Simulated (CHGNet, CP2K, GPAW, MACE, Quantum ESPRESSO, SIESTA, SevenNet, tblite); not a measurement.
# Running generalised stacking fault on (111) (shuffle set) of a GaAs-GaSb solid solution (48 atoms) with GPAW, part 2 of 2

Aim: run generalised stacking fault on (111) (shuffle set) of a GaAs-GaSb solid solution (48 atoms) in GPAW and see how near its forces come to a plane-wave reference, and at what cost.

Program: GPAW 26.7.0; the method stands at each step. Banners, paths, timers and routine set-up lines are dropped from the logs unmarked, and long logs keep their key lines alone; longer cuts are marked.

So far. Step 3 (PBE, LCAO szp(dzp), h 0.2 Å): Against the first run (6.6 %), the force difference from the reference is 16 %, at 0.74 times the CPU time, with 482 basis functions against 724: the smaller basis costs accuracy. Step 4 (LDA, LCAO dzp, h 0.2 Å): Against the first run (6.6 %), the force difference from the reference is 4.4 %, at 0.97 times the CPU time; another functional landing nearer a PBE reference means that errors partly cancel.

## Step 5: PBE, LCAO sz(dzp), h 0.2 Å

Method: Kohn-Sham DFT, PBE, PAW, atomic orbitals (sz(dzp)).

run.py reads:

```python
import numpy as np
from ase.io import read
from gpaw import GPAW, FermiDirac

atoms = read("structure.xyz")
atoms.calc = GPAW(
    mode="lcao",
    basis="sz(dzp)",
    h=0.2,
    xc="PBE",
    kpts={"size": (1, 1, 1), "gamma": True},
    occupations=FermiDirac(0.05),
    maxiter=200,
    symmetry={"point_group": False},
    txt="gpaw.txt",
)
energy = atoms.get_potential_energy(force_consistent=True)
forces = atoms.get_forces()
print(f"energy {energy:.6f} eV")
print("forces (eV/A)")
for i, (a, f) in enumerate(zip(atoms, forces)):
    print(f"{i:4d} {a.symbol:2s} {f[0]:10.5f} {f[1]:10.5f} {f[2]:10.5f}")
print(f"Fermi level {atoms.calc.get_fermi_level():.4f} eV")
for k in range(len(atoms.calc.get_ibz_k_points())):
    for s in range(atoms.calc.get_number_of_spins()):
        e = atoms.calc.get_eigenvalues(kpt=k, spin=s)
        n = np.searchsorted(e, atoms.calc.get_fermi_level())
        print(f"k {k} spin {s} levels about the Fermi level:", np.round(e[max(n - 6, 0):n], 4).tolist(), "|", np.round(e[n:n + 6], 4).tolist())
```

structure.xyz reads:

```xyz
48
Lattice="8.26650 0.00000 0.00000 0.00000 7.15900 0.00000 3.44440 0.00000 20.24871" Properties=species:S:1:pos:R:3 pbc="T T T"
[... 48 atom lines left out: the same atoms as in the first run ...]
```

On the command line:

```sh
> OMP_NUM_THREADS=1 python run.py > output.txt
```

Output:

```text
energy -148.985201 eV
forces (eV/A)
   0 Ga    0.71596   -0.14081    0.84894
   1 Sb    0.92288    1.10412   -1.52098
   2 Ga   -1.76893    0.75074    1.15641
   3 As    0.90858    0.19324   -0.04976
   4 Ga   -1.07917    1.49855    0.23329
   5 As    0.70945    0.54351   -0.34454
   6 Ga    1.09010   -0.89146    0.59763
   7 As   -0.13265    0.25545   -0.05728
   8 Ga   -0.97669   -0.21885    0.91637
   9 As    0.71711    0.36618   -0.66410
  10 Ga   -2.61755   -1.97954    1.53178
  11 As    0.00843   -0.14244   -0.55699
[...]
43 As   -0.26666   -0.32611   -0.29231
  44 Ga    0.88459   -0.35502   -0.20658
  45 As    0.41605    0.23534    0.88191
  46 Ga   -0.22081   -0.69702   -2.15235
  47 Sb    0.36224   -0.81290    0.27720
Fermi level 5.0539 eV
k 0 spin 0 levels about the Fermi level: [4.4625, 4.5353, 4.5676, 4.7972, 4.9167, 5.0268] | [5.067, 5.6087, 5.7061, 5.8705, 5.984, 6.1537]
```

gpaw.txt:

```text
Input parameters:
  mode=LCAO(),
  basis={'default': 'sz(dzp)'},
  h=0.2,
  kpts=MonkhorstPack(size=(1, 1, 1), gamma=True),
  maxiter=200,
  occupations=Occupations(name='fermi-dirac', width=0.05, fixmagmom=False),
  symmetry=Symmetry(point_group=False),
  xc=XC(name='PBE')
[... lines left out ...]
  Fermi-Dirac:
[... lines left out ...]
convergence criteria:
- Maximum [total energy] change in last 3 cyles: 0.0005 eV / valence electron
[... lines left out ...]
Converged in 16 steps
[... lines left out ...]
  Free energy:    -148.985201
[... lines left out ...]
Fermi level: 5.054
[... lines left out ...]
|          0 |       -23.738 |     2.000 |
|        ... |               |           |
|        138 |         4.020 |     2.000 |
|        139 |         4.324 |     2.000 |
[...]
|        153 |         6.801 |     0.000 |
|        ... |               |           |
|        179 |         9.318 |     0.000 |
Gap: 0.040 eV
Transition (v -> c):
  (s=0, k=0, n=145, [0.00, 0.00, 0.00]) -> (s=0, k=0, n=146, [0.00, 0.00, 0.00])
No difference between direct/indirect transitions
Force computation time: 3.694  # s
timing:  # [seconds]
  Total:  46.406  # ━━━━━━━━━━━━━━━━━━━━━━━━━━━━━━━━━━━━━━━━━━━━━━━━━━━━━━━━━
  Init:    5.418  # ━━━━━━╸
  SCF:    37.267  # ━━━━━━━━━━━━━━━━━━━━━━━━━━━━━━━━━━━━━━━━━━━━━━
  Forces:  3.694  # ━━━━╸
```

Elapsed: 48 s, on 1 thread of Arm Neoverse V2, shared host; peak memory 0.99 GiB.

Numbers from this run, and their distance from the reference:

```
r.m.s. force component                  : 0.9314 eV/Å
r.m.s. difference of force components   : 163.3 meV/Å
longest difference of force vectors     : 571.4 meV/Å
force difference over r.m.s. force      : 20.9 %
slope of forces against the reference's : 1.189
correlation of force components         : 0.9971
```

This is a coarse setting, run to see what it loses.

Against the first run (6.6 %), the force difference from the reference is 21 %, at 0.30 times the CPU time, with 242 basis functions against 724: the smaller basis costs accuracy.

## Step 6: The ladder

Differences are against the plane-wave reference, forces as r.m.s. over components; share is that over the reference's r.m.s. force, slope the least-squares factor from reference forces to these. Total energies of different programs have different zeros and aren't compared.

| run | Δ force, r.m.s. (meV/Å) | share (%) | slope | cores | CPU time | memory (GiB) |
| --- | --- | --- | --- | --- | --- | --- |
| reference | - | - | - | 4 | 43 min | 4.7 |
| GPAW PBE, LCAO dzp, h 0.2 Å | 51.2 | 6.55 | 1.054 | 1 | 2.6 min | 1.3 |
| GPAW PBE, LCAO szp(dzp), h 0.2 Å (coarse) | 127 | 16.2 | 1.142 | 1 | 1.9 min | 1.2 |
| GPAW LDA, LCAO dzp, h 0.2 Å | 34.3 | 4.39 | 0.993 | 1 | 2.6 min | 1.3 |
| GPAW PBE, LCAO sz(dzp), h 0.2 Å (coarse) | 163 | 20.9 | 1.189 | 1 | 48 s | 0.99 |

Rows marked coarse were listed beforehand as settings not expected to be converged; some can still land near the reference.

CPU time is summed over cores on a shared host, where runs went side by side, so it is rough. Symmetry, cutoffs, thresholds, outputs and thread counts weren't matched or tuned between programs; memory under MPI is the largest rank's times the ranks.

A second geometry, displaced anew (every atom was moved at random, 0.06 Å r.m.s. a Cartesian component), gives an energy difference that all programs can be tested on. The reference puts it at 24.54 meV/atom.

| run | energy less the first geometry's (meV/atom) | error (meV/atom) | force share at the second geometry (%) |
| --- | --- | --- | --- |
| GPAW PBE, LCAO dzp, h 0.2 Å | 27.43 | 2.89 | 8.39 |
| GPAW PBE, LCAO szp(dzp), h 0.2 Å | 28.06 | 3.52 | 17.8 |
| GPAW LDA, LCAO dzp, h 0.2 Å | 24.68 | 0.139 | 3.62 |
| GPAW PBE, LCAO sz(dzp), h 0.2 Å | 30.35 | 5.81 | 22.9 |

## Step 7: Outcome

| Quantity | Value |
| --- | --- |
| nearest in forces | GPAW LDA, LCAO dzp, h 0.2 Å, 4.4 % |
| its CPU time | 2.6 min |

In words: The PBE run in local orbitals, coarse settings apart, differs by 6.6 % (GPAW PBE, LCAO dzp, h 0.2 Å); basis, grid and potentials can all enter. Rows with another functional or a dispersion term differ by 4.4 % (GPAW LDA, LCAO dzp, h 0.2 Å), which mixes the change of model with differences of basis and potentials. Runs with settings chosen to be coarse differ by 16 % (GPAW PBE, LCAO szp(dzp), h 0.2 Å) to 21 % (GPAW PBE, LCAO sz(dzp), h 0.2 Å), their programs' other errors included. Of the electronic-structure runs that take under half the reference's CPU time, GPAW LDA, LCAO dzp, h 0.2 Å comes nearest, at 4.4 % in 2.6 min against 43 min. GPAW PBE, LCAO sz(dzp), h 0.2 Å stiffens the forces by a factor of 1.19 while following their directions (correlation 0.997); the slopes of the 4 GPAW runs lie between 0.99 and 1.19. The energy difference between the two geometries, 24.5 meV/atom in the reference, is met best by GPAW LDA, LCAO dzp, h 0.2 Å (+0.139) and worst by GPAW PBE, LCAO sz(dzp), h 0.2 Å (coarse) (+5.81). The potentials hold different valence shells: 532 electrons in the reference, 292 in GPAW; this bears on time and differences. GPAW's setups keep the filled d shell of Ga in the core. GPAW's Ga setup keeps the 3d shell in the core. The reference's stress is far from hydrostatic: its diagonal is 11.0, 1.5, 2.5 GPa, compression counted positive. The host structure and its lattice constant were typed by rule, without a check against the phase diagram. The reference's pressure of 5.0 GPa belongs to a cell and atoms that aren't relaxed at this level. The electronic-structure runs sample only Γ, in a cell whose shortest periodic width is 7 Å, which is coarse for a cell with partly filled levels. Spin–orbit coupling is left out, which matters for the levels of the heavy elements.

[Also dropped from logs without a mark: logging warnings of Python, and SIESTA's first energy breakdown and zero terms.]

[Logs are printed without paths, hosts, clocks, repeated set-up lines and the standing remarks that a program may print on its own settings, such as how far it seeks lower states.]

[Hosts, paths, dates, database ids (printed as entryN), source tags and the programs' standing remarks are cut or masked in the printed files.]
